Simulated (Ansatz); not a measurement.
**Na on Cu(100): change of the work function**

Aim: the work function of Cu(100) at several coverages of Na (bridge site), and the dipole that each adsorbate carries.

Method: plane-wave DFT, PBE, Ansatz PAW, in the first sound run; inputs show where later runs differ, in Ansatz 0.2.0.

### 1. The structure

The cell holds 4 atoms: 4 Cu. Cell: a = 2.553 Å, b = 2.553 Å, c = 23.415 Å, α = 90.0°, β = 90.0°, γ = 90.0°. Vacuum lies along c.

### 2. The clean slab

The bare slab comes first, as the zero from which every change is counted. The two lowest layers are held at bulk places and the upper ones relax. The dipole correction removes the false field that a one-sided slab makes across the periodic vacuum, so each face gets a flat vacuum level of its own.

Input file input.yaml:

```yaml
crystal:
  lattice:
    - [2.5526554801, 0.0, 0.0]
    - [0.0, 2.5526554801, 0.0]
    - [0.0, 0.0, 23.415]
  atoms:
    - { symbol: Cu, position: [0.5, 0.5, 0.3843689942] }
    - { symbol: Cu, position: [0.0, 0.0, 0.4614563314] }
    - { symbol: Cu, position: [0.5, 0.5, 0.5385436686] }
    - { symbol: Cu, position: [0.0, 0.0, 0.6156310058] }
kpoints:
  mp_grid: { grid: [12, 12, 1] }
hamiltonian:
  xc: pbe
scf:
  occupations: { method: fermi_dirac, width: 0.1 }
  convergence: { dr2_threshold: 1.0e-08 }
efield:
  axis: 3
  dipole_correction: true
  ramp_position: 0.97
  ramp_width: 0.06
relax:
  f_tol: 0.02
  max_steps: 60
  constraints: [{ sites: [0, 1] }]
output:
  write_potential: true
  write_density: true
  volumetric_format: npy
```

On the command line:

```bash
$ ansatz run input.yaml --threads 4 --pin off --max-ram 12288MiB --backend cpu --events-out ev --progress --plain --runs-dir out
```

Numbers of over 12 decimals in the logs are rounded to 6 here.

Log:

```text
Engine: ansatz 0.2.0, aarch64-unknown-linux-gnu
Pseudopotentials: kind: paw
Pseudopotential: Cu, paw, valence charge 19, recommended cutoff 420 eV (normal), Cu.paw.azcp
Functional definition: PBE
  parameter kappa = 0.804
  parameter beta = 0.066725
  exchange = pbe_x(kappa = kappa, mu = beta*pi^2/3)
  correlation = pbe_c(beta = beta)
Crystal: 4 atoms, lattice volume = 152.573 Å³
Basis set: ecut = 420 eV, 3011 PW (Γ), exchange–correlation on 36×36×320 points (8 copies of the dense FFT grid, shifted against one another)
Bands: 46, of which v1, the nominal top of the filled ones, is band 38 counted from 1 (37 counted from 0)
Symmetry: 8 space group operations
k-points: 28 of 144
Non-local potential: Cu, projectors of the file, l = 0: 3, l = 1: 2, l = 2: 3, l = 3: 1
PAW form: soft (Blöchl's): semilocal exchange-correlation on the pseudo side does not see the compensation charge
PAW one-centre angular grid: Cu, 590 points (default); XC on 64 Gauss nodes
Initial density: superposition of atomic densities (neutral atoms: chi_scale 0, normalization atom), corrected by the library's trained network
Initial wavefunctions: pseudopotential atomic-orbital guess
Functional: x = pbe(κ = 0.804, μ = 0.219515), c = pbe(β = 0.066725)
SCF iter   1: F=—  HF=-26499.487320 eV  |F-HF|=—  |Δ(HF+E_count)|=         —  Δρ=1.44e-3  dr2=1.11e-2  ethr=1.77e-3  p=-0.000 e·Å  D=-7.17e-15 V/Å  ΔV_dip=0.00 eV  dr2_dipole=9.36e-9  V_vac-E_F(+/−)=4.49/4.49 eV  ⟨swp⟩=8.7  Hψ=5648  notcnv=0  defer=4
efield: sawtooth ramp at fractional position 0.9700 (set: `efield.ramp_position`, or a place that a band, a saddle search or an elastic batch's reference lends), width 0.0600; the density the first Hamiltonian is built on has a dipole p = -0.000 e·Å; the dipole correction subtracts the counter field D = -7.17e-15 V/Å, which shifts the + side's vacuum level by +0.00 eV against the − side's; the planar-averaged density in the ramp window peaks in size at 3.2e-5 e/Å³
preconditioner: auto → LDOS  [metal: Δε(μ)=0.060 eV  Ē_g=8.062 eV  σ=0.100 eV  W_gap=0.15  n_scr=18 (ndim 8)  ℏωp=19.9 eV  f_vac=0.639  D(μ)=1.29/eV (n_scr^D=8)  β→1.0]
SCF iter   2: F=—  HF=-26499.492234 eV  |F-HF|=—  |Δ(HF+E_count)|=   4.91e-3  Δρ=1.83e-3  dr2=4.23e-3  ethr=1.46e-5  p=-0.000 e·Å  D=-6.15e-6 V/Å  ΔV_dip=0.00 eV  dr2_dipole=8.99e-8  V_vac-E_F(+/−)=4.58/4.58 eV  ⟨swp⟩=2.9  Hψ=2867  notcnv=0  defer=39
SCF iter   3: F=—  HF=-26499.491934 eV  |F-HF|=—  |Δ(HF+E_count)|=   3.00e-4  Δρ=1.46e-3  dr2=1.64e-3  ethr=5.57e-6  p=-0.000 e·Å  D=-3.99e-5 V/Å  ΔV_dip=0.00 eV  dr2_dipole=2.09e-7  V_vac-E_F(+/−)=4.57/4.57 eV  ⟨swp⟩=2.5  Hψ=2210  notcnv=0  defer=39
SCF iter   4: F=—  HF=-26499.491508 eV  |F-HF|=—  |Δ(HF+E_count)|=   4.25e-4  Δρ=1.91e-4  dr2=1.24e-4  ethr=2.16e-6  p=0.000 e·Å  D=2.29e-5 V/Å  ΔV_dip=-0.00 eV  dr2_dipole=3.76e-9  V_vac-E_F(+/−)=4.57/4.57 eV  ⟨swp⟩=2.0  Hψ=1832  notcnv=0  defer=39
SCF iter   5: F=—  HF=-26499.491515 eV  |F-HF|=—  |Δ(HF+E_count)|=   6.70e-6  Δρ=1.10e-4  dr2=2.44e-5  ethr=1.63e-7  p=-0.000 e·Å  D=-1.13e-5 V/Å  ΔV_dip=0.00 eV  dr2_dipole=1.49e-9  V_vac-E_F(+/−)=4.58/4.58 eV  ⟨swp⟩=2.1  Hψ=1761  notcnv=0  defer=39
SCF iter   6: F=—  HF=-26499.491522 eV  |F-HF|=—  |Δ(HF+E_count)|=   7.00e-6  Δρ=1.05e-4  dr2=1.04e-5  ethr=3.21e-8  p=0.000 e·Å  D=2.18e-5 V/Å  ΔV_dip=-0.00 eV  dr2_dipole=1.22e-8  V_vac-E_F(+/−)=4.58/4.58 eV  ⟨swp⟩=2.0  Hψ=1843  notcnv=0  defer=39
SCF iter   7: F=—  HF=-26499.491515 eV  |F-HF|=—  |Δ(HF+E_count)|=   7.04e-6  Δρ=2.78e-5  dr2=8.10e-7  ethr=1.37e-8  p=0.000 e·Å  D=4.93e-6 V/Å  ΔV_dip=-0.00 eV  dr2_dipole=2.35e-11  V_vac-E_F(+/−)=4.58/4.58 eV  ⟨swp⟩=2.1  Hψ=1733  notcnv=0  defer=39
SCF iter   8: F=—  HF=-26499.491526 eV  |F-HF|=—  |Δ(HF+E_count)|=   1.13e-5  Δρ=2.01e-5  dr2=4.10e-7  ethr=1.07e-9  p=0.000 e·Å  D=3.53e-6 V/Å  ΔV_dip=-0.00 eV  dr2_dipole=2.39e-9  V_vac-E_F(+/−)=4.58/4.58 eV  ⟨swp⟩=2.0  Hψ=1851  notcnv=0  defer=39
SCF iter   9: F=—  HF=-26499.491526 eV  |F-HF|=—  |Δ(HF+E_count)|=   1.27e-7  Δρ=8.58e-6  dr2=8.09e-8  ethr=5.39e-10  p=0.000 e·Å  D=5.33e-7 V/Å  ΔV_dip=-0.00 eV  dr2_dipole=3.71e-10  V_vac-E_F(+/−)=4.58/4.58 eV  ⟨swp⟩=2.0  Hψ=1812  notcnv=0  defer=39
SCF iter  10: F=-26499.491526 eV  HF=-26499.491526 eV  |F-HF|=5.55e-8  |Δ(HF+E_count)|=   3.77e-8  Δρ=1.16e-6  dr2=1.64e-9  ethr=1.32e-11  p=0.000 e·Å  D=2.47e-7 V/Å  ΔV_dip=-0.00 eV  dr2_dipole=7.83e-12  V_vac-E_F(+/−)=4.58/4.58 eV  ⟨swp⟩=8.1  Hψ=9194  notcnv=0
SCF 1 converged in 10 iterations: F = -26499.491526 eV  dr2 = 1.64e-9
  greatest PAW one-centre occupation: 1.000 electrons in one spin orbital (limit 2), on the Cu atom at site 3 (counted from 0), in its partial waves of l = 0
relax step   1: F+E_penalty+E_count = -26499.49152650 eV  Δ(F+E_penalty+E_count) = +0.000e0 eV  max|allowed force component| = 2.181e-1 eV/Å  Δτ_max = 0.0000 Å  (10 SCF iters, accepted)
Initial density: handed on by an earlier stage of this run
Initial wavefunctions: those handed on with the density
iter 1 solved again at ethr=4.94e-7 eV; its pass at ethr=3.10e-3 eV (dr2=3.76e-4 eV) is discarded
SCF iter   1: F=—  HF=-26499.493642 eV  |F-HF|=—  |Δ(HF+E_count)|=         —  Δρ=7.18e-4  dr2=3.81e-4  ethr=4.94e-7  p=0.000 e·Å  D=6.55e-7 V/Å  ΔV_dip=-0.00 eV  dr2_dipole=5.33e-7  V_vac-E_F(+/−)=4.58/4.58 eV  ⟨swp⟩=2.8  Hψ=4247  notcnv=0  defer=52
efield: sawtooth ramp at fractional position 0.9700 (set: `efield.ramp_position`, or a place that a band, a saddle search or an elastic batch's reference lends), width 0.0600; the density the first Hamiltonian is built on has a dipole p = 0.000 e·Å; the dipole correction subtracts the counter field D = 6.55e-7 V/Å, which shifts the + side's vacuum level by -0.00 eV against the − side's; the planar-averaged density in the ramp window peaks in size at 2.3e-5 e/Å³
preconditioner: auto → LDOS  [metal: Δε(μ)=0.090 eV  Ē_g=8.129 eV  σ=0.100 eV  W_gap=0.22  n_scr=18 (ndim 8)  ℏωp=19.9 eV  f_vac=0.638  D(μ)=1.28/eV (n_scr^D=8)  β→1.0]
SCF iter   2: F=—  HF=-26499.493463 eV  |F-HF|=—  |Δ(HF+E_count)|=   1.80e-4  Δρ=1.93e-4  dr2=8.92e-5  ethr=4.94e-7  p=0.000 e·Å  D=2.69e-4 V/Å  ΔV_dip=-0.01 eV  dr2_dipole=1.27e-5  V_vac-E_F(+/−)=4.58/4.58 eV  ⟨swp⟩=2.1  Hψ=2198  notcnv=0  defer=52
SCF iter   3: F=—  HF=-26499.493458 eV  |F-HF|=—  |Δ(HF+E_count)|=   4.73e-6  Δρ=1.84e-4  dr2=3.53e-5  ethr=1.17e-7  p=0.000 e·Å  D=1.03e-4 V/Å  ΔV_dip=-0.00 eV  dr2_dipole=5.88e-7  V_vac-E_F(+/−)=4.58/4.58 eV  ⟨swp⟩=2.0  Hψ=1859  notcnv=0  defer=52
SCF iter   4: F=—  HF=-26499.493455 eV  |F-HF|=—  |Δ(HF+E_count)|=   2.82e-6  Δρ=9.12e-5  dr2=8.65e-6  ethr=4.64e-8  p=0.000 e·Å  D=1.63e-4 V/Å  ΔV_dip=-0.00 eV  dr2_dipole=1.04e-7  V_vac-E_F(+/−)=4.58/4.58 eV  ⟨swp⟩=2.0  Hψ=1849  notcnv=0  defer=52
SCF iter   5: F=—  HF=-26499.493458 eV  |F-HF|=—  |Δ(HF+E_count)|=   3.12e-6  Δρ=2.20e-5  dr2=5.03e-7  ethr=1.14e-8  p=0.000 e·Å  D=1.56e-4 V/Å  ΔV_dip=-0.00 eV  dr2_dipole=1.16e-8  V_vac-E_F(+/−)=4.58/4.58 eV  ⟨swp⟩=2.0  Hψ=1786  notcnv=0  defer=52
SCF iter   6: F=—  HF=-26499.493458 eV  |F-HF|=—  |Δ(HF+E_count)|=   2.31e-7  Δρ=1.23e-5  dr2=1.50e-7  ethr=6.62e-10  p=0.000 e·Å  D=1.63e-4 V/Å  ΔV_dip=-0.00 eV  dr2_dipole=2.72e-9  V_vac-E_F(+/−)=4.58/4.58 eV  ⟨swp⟩=2.0  Hψ=1850  notcnv=0  defer=52
SCF iter   7: F=-26499.493458 eV  HF=-26499.493458 eV  |F-HF|=7.91e-9  |Δ(HF+E_count)|=   8.22e-8  Δρ=2.24e-6  dr2=5.36e-9  ethr=1.32e-11  p=0.000 e·Å  D=1.65e-4 V/Å  ΔV_dip=-0.00 eV  dr2_dipole=5.96e-12  V_vac-E_F(+/−)=4.58/4.58 eV  ⟨swp⟩=8.1  Hψ=9402  notcnv=0
SCF 2 converged in 7 iterations: F = -26499.493458 eV  dr2 = 5.36e-9
  greatest PAW one-centre occupation: 1.000 electrons in one spin orbital (limit 2), on the Cu atom at site 0 (counted from 0), in its partial waves of l = 0
relax step   2: F+E_penalty+E_count = -26499.49345845 eV  Δ(F+E_penalty+E_count) = -1.932e-3 eV  max|allowed force component| = 1.395e-1 eV/Å  Δτ_max = 0.0117 Å  (7 SCF iters, accepted)
SCF iter   1: F=—  HF=-26499.495296 eV  |F-HF|=—  |Δ(HF+E_count)|=         —  Δρ=1.19e-3  dr2=9.92e-4  ethr=1.36e-5  p=0.000 e·Å  D=1.65e-4 V/Å  ΔV_dip=-0.00 eV  dr2_dipole=3.18e-9  V_vac-E_F(+/−)=4.58/4.58 eV  ⟨swp⟩=3.2  Hψ=3121  notcnv=0  defer=52
efield: sawtooth ramp at fractional position 0.9700 (set: `efield.ramp_position`, or a place that a band, a saddle search or an elastic batch's reference lends), width 0.0600; the density the first Hamiltonian is built on has a dipole p = 0.000 e·Å; the dipole correction subtracts the counter field D = 1.65e-4 V/Å, which shifts the + side's vacuum level by -0.00 eV against the − side's; the planar-averaged density in the ramp window peaks in size at 2.2e-5 e/Å³
preconditioner: auto → LDOS  [metal: Δε(μ)=0.088 eV  Ē_g=8.129 eV  σ=0.100 eV  W_gap=0.21  n_scr=18 (ndim 8)  ℏωp=19.9 eV  f_vac=0.638  D(μ)=1.29/eV (n_scr^D=8)  β→1.0]
SCF iter   2: F=—  HF=-26499.494825 eV  |F-HF|=—  |Δ(HF+E_count)|=   4.71e-4  Δρ=3.85e-4  dr2=2.55e-4  ethr=1.31e-6  p=0.000 e·Å  D=5.86e-4 V/Å  ΔV_dip=-0.01 eV  dr2_dipole=3.47e-5  V_vac-E_F(+/−)=4.57/4.58 eV  ⟨swp⟩=2.0  Hψ=2546  notcnv=0  defer=52
SCF iter   3: F=—  HF=-26499.494799 eV  |F-HF|=—  |Δ(HF+E_count)|=   2.58e-5  Δρ=4.05e-4  dr2=1.71e-4  ethr=3.36e-7  p=0.000 e·Å  D=4.58e-4 V/Å  ΔV_dip=-0.01 eV  dr2_dipole=3.20e-6  V_vac-E_F(+/−)=4.57/4.58 eV  ⟨swp⟩=2.2  Hψ=2080  notcnv=0  defer=52
SCF iter   4: F=—  HF=-26499.494776 eV  |F-HF|=—  |Δ(HF+E_count)|=   2.40e-5  Δρ=6.85e-5  dr2=6.36e-6  ethr=2.25e-7  p=0.000 e·Å  D=4.56e-4 V/Å  ΔV_dip=-0.01 eV  dr2_dipole=2.49e-7  V_vac-E_F(+/−)=4.57/4.58 eV  ⟨swp⟩=2.0  Hψ=1803  notcnv=0  defer=52
SCF iter   5: F=—  HF=-26499.494796 eV  |F-HF|=—  |Δ(HF+E_count)|=   2.04e-5  Δρ=2.59e-5  dr2=9.69e-7  ethr=8.37e-9  p=0.000 e·Å  D=4.76e-4 V/Å  ΔV_dip=-0.01 eV  dr2_dipole=9.11e-8  V_vac-E_F(+/−)=4.57/4.58 eV  ⟨swp⟩=2.9  Hψ=1992  notcnv=0  defer=52
SCF iter   6: F=—  HF=-26499.494796 eV  |F-HF|=—  |Δ(HF+E_count)|=   1.95e-7  Δρ=7.49e-6  dr2=6.43e-8  ethr=1.27e-9  p=0.000 e·Å  D=4.75e-4 V/Å  ΔV_dip=-0.01 eV  dr2_dipole=4.70e-9  V_vac-E_F(+/−)=4.57/4.58 eV  ⟨swp⟩=2.0  Hψ=1717  notcnv=0  defer=52
SCF iter   7: F=—  HF=-26499.494796 eV  |F-HF|=—  |Δ(HF+E_count)|=   2.25e-7  Δρ=3.81e-6  dr2=1.47e-8  ethr=1.32e-11  p=0.000 e·Å  D=4.89e-4 V/Å  ΔV_dip=-0.01 eV  dr2_dipole=1.12e-10  V_vac-E_F(+/−)=4.57/4.58 eV  ⟨swp⟩=9.8  Hψ=9018  notcnv=0
SCF iter   8: F=—  HF=-26499.494796 eV  |F-HF|=—  |Δ(HF+E_count)|=   7.59e-8  Δρ=3.61e-6  dr2=1.52e-8  ethr=1.32e-11  p=0.000 e·Å  D=4.94e-4 V/Å  ΔV_dip=-0.01 eV  dr2_dipole=3.72e-10  V_vac-E_F(+/−)=4.57/4.58 eV  ⟨swp⟩=9.1  Hψ=8386  notcnv=0
SCF iter   9: F=-26499.494796 eV  HF=-26499.494796 eV  |F-HF|=1.08e-9  |Δ(HF+E_count)|=   1.26e-8  Δρ=1.23e-6  dr2=2.58e-9  ethr=1.32e-11  p=0.000 e·Å  D=4.96e-4 V/Å  ΔV_dip=-0.01 eV  dr2_dipole=1.01e-10  V_vac-E_F(+/−)=4.57/4.58 eV  ⟨swp⟩=6.8  Hψ=8438  notcnv=0
SCF 3 converged in 9 iterations: F = -26499.494796 eV  dr2 = 2.58e-9
relax step   3: F+E_penalty+E_count = -26499.49479638 eV  Δ(F+E_penalty+E_count) = -1.338e-3 eV  max|allowed force component| = 2.096e-3 eV/Å  Δτ_max = 0.0196 Å  (9 SCF iters, accepted)
NSCF: frozen V_eff on 28 k-points
the band table was solved once a step of the walk had ended and its energy, with any forces and stress, was formed, with the checks that follow a solve (6803 applications of the Hamiltonian). They found nothing against the state; the energy, forces and stress were not computed again (output.eigenvalues in the input reference)
WARN: The output density's exchange-correlation potential varies sharply where the density is thin. Do not read a vacuum level from v_tot or v_xc, or from such a field of the output density. On a cell that repeats whose density bears no net charge and no dipole along the vacuum's axis use v_es (v_loc + v_h of the components); under efield.dipole_correction with no amplitude use v_es + v_field, which holds any externa [...]
SCF converged after 9 iterations
Free energy (F): -26499.494796 eV
Harris-Foulkes:  -26499.494796 eV  (|F-HF|=1.08e-9)
Internal energy: -26499.450325 eV  (E = F + TS)
E sigma→0 (E₀):  -26499.472561 eV
Entropy (-TS):   -0.044472 eV (-11.118 meV/atom)
Fermi energy:    2.077824 eV
Dipole field:    D = 0.000480 V/Å  (p = 0.000405 e·Å, saw-weighted, corrected)
Work function:   Φ+ = 4.5707 eV   Φ− = 4.5819 eV
Levels:          The Fermi level and band energies are counted from a zero that moves with the ramp; work functions are not
--- Per-component energies (eV) ---
  E_band       = -2536.166481
  E_kinetic    = 1198.309528
  E_local      = -168854.316736  (includes V_loc(G=0)·N_el)
  E_nonlocal   = 1567.140432
  E_hartree    = 82915.850747
  E_xc         = -355.051919
  E_vxc        = -457.887175  (∫ρ·V_xc dr)
  E_paw        = -6658.907342  (= ΣΔE_a)
  E_vpaw       = -1821.114881  (= ΣTr[D̂ρ^β])
  E_aug_tail   = 0.001125  (compensation charges beyond the density's cutoff)
  E_efield     = 0.000000  (sawtooth field / dipole correction)
  E_vefield    = -0.000313  (∫n·V_field dr)
  E_ewald      = 63687.523840
  E_smearing   = -0.044472  (= −TS)
  E_closure    = -0.000000  (closes the sum)
  Σ components = -26499.494796   (vs F -26499.494796, Δ=0.00e0)
--- Forces (eV/Å), atoms counted from 1 ---
  atom   1  Cu     0.00000000     0.00000000     0.10441413
  atom   2  Cu    -0.00000000     0.00000000    -0.10661282
  atom   3  Cu     0.00000000     0.00000000     0.00010979
  atom   4  Cu     0.00000000     0.00000000     0.00209603
  max |Σ_I F_I| component: 7.12e-6 eV/Å
--- Band table (eV; the first three rows and the last of 28) ---
  k-point 0: bands = [... 34 lower, 0.3997, 0.6183, 0.6474, 0.6474, 0.6479, 1.6164, 3.1949, 6.4525, ... 4 higher]
  k-point 1: bands = [... 34 lower, 0.4671, 0.5052, 0.5494, 0.6055, 0.6780, 1.9009, 3.5303, 6.6065, ... 4 higher]
  k-point 2: bands = [... 34 lower, 0.4625, 0.4862, 0.5546, 0.6159, 0.6727, 2.5350, 4.3478, 7.0666, ... 4 higher]
  k-point 27: bands = [... 34 lower, 1.0039, 1.0231, 4.5597, 4.5597, 6.7457, 6.7457, 9.5125, 9.5174, ... 4 higher]
--- Relaxed structure (3 steps of the walk, 3 accepted, 0 SCFs on fresh bases) ---
  F+E_penalty+E_count = -26499.49479638 eV   max|allowed force component| = 2.096e-3 eV/Å
  atoms:
    - { symbol: Cu, position: [0.5, 0.5, 0.384369] }
    - { symbol: Cu, position: [0.0, 0.0, 0.461456] }
    - { symbol: Cu, position: [0.5, 0.5, 0.539882] }
    - { symbol: Cu, position: [0, 0.0, 0.615758] }
```

It took 20 s on 4 threads of Arm Neoverse V1, shared host; peak memory 0.51 GiB.

Relaxation path:

```csv
step,energy less that of the first step (eV),largest force component (eV/Å)
1,0.0000,0.2181
2,-0.0019,0.1395
3,-0.0033,0.0021
```

The run keeps the 8 symmetry operations that it works with, so distortions that break them were not tested.

The atoms that moved most (Å):

```csv
atom,dx,dy,dz,length
Cu3,0.000,0.000,0.031,0.031
```

Numbers from this step:

```yaml
energy_at_zero_smearing: -26499.4726 eV
work_function_upper_face: 4.571 eV
dipole_along_the_normal: 4.05e-4 e·Å
```

Running mean over 1.805 Å of the planar mean; the ramp of the sawtooth is left out. Electron's electrostatic potential energy less the Fermi level against z:

```
z (Å)  electron's electrostatic potential energy less the Fermi level (eV)
  3.0                                                                 4.58
  3.5                                                                 4.58
  4.0                                                                 4.58
  4.5                                                                 4.58
  5.0                                                                 4.58
  5.5                                                                 4.57
  6.0                                                                 4.54
  6.5                                                                 4.45
  7.0                                                                 4.10
  7.5                                                                 2.70
  8.0                                                                -1.44
  8.5                                                                -6.20
  9.0                                                                -8.30
  9.5                                                                -8.63
 10.0                                                                -8.72
 10.5                                                                -8.78
 11.0                                                                -8.72
 11.5                                                                -8.54
 12.0                                                                -8.55
 12.5                                                                -8.77
 13.0                                                                -8.94
 13.5                                                                -9.00
 14.0                                                                -8.80
 14.5                                                                -8.20
 15.0                                                                -5.53
 15.5                                                               -0.619
 16.0                                                                 3.08
 16.5                                                                 4.18
 17.0                                                                 4.46
 17.5                                                                 4.54
 18.0                                                                 4.56
 18.5                                                                 4.57
 19.0                                                                 4.57
 19.5                                                                 4.57
 20.0                                                                 4.57
```

The relaxation took 3 steps and lowered the energy by 0.0033 eV; the largest force on the free atoms ends at 0.0021 eV/Å.

The work function of the upper face is 4.57 eV.

(Part 1 of 4 ends here.)

[Logs are printed without paths, hosts, clocks, repeated set-up lines and the standing remarks that a program may print on its own settings, such as how far it seeks lower states.]

[Hosts, paths, dates, database ids (printed as entryN), source tags and the programs' standing remarks are cut or masked in the printed files.]

[Maps of the electrostatic potential energy from Ansatz leave out the sawtooth potential of an applied field or a dipole correction, so their vacuum need not be flat; planar profiles and work functions include it.]
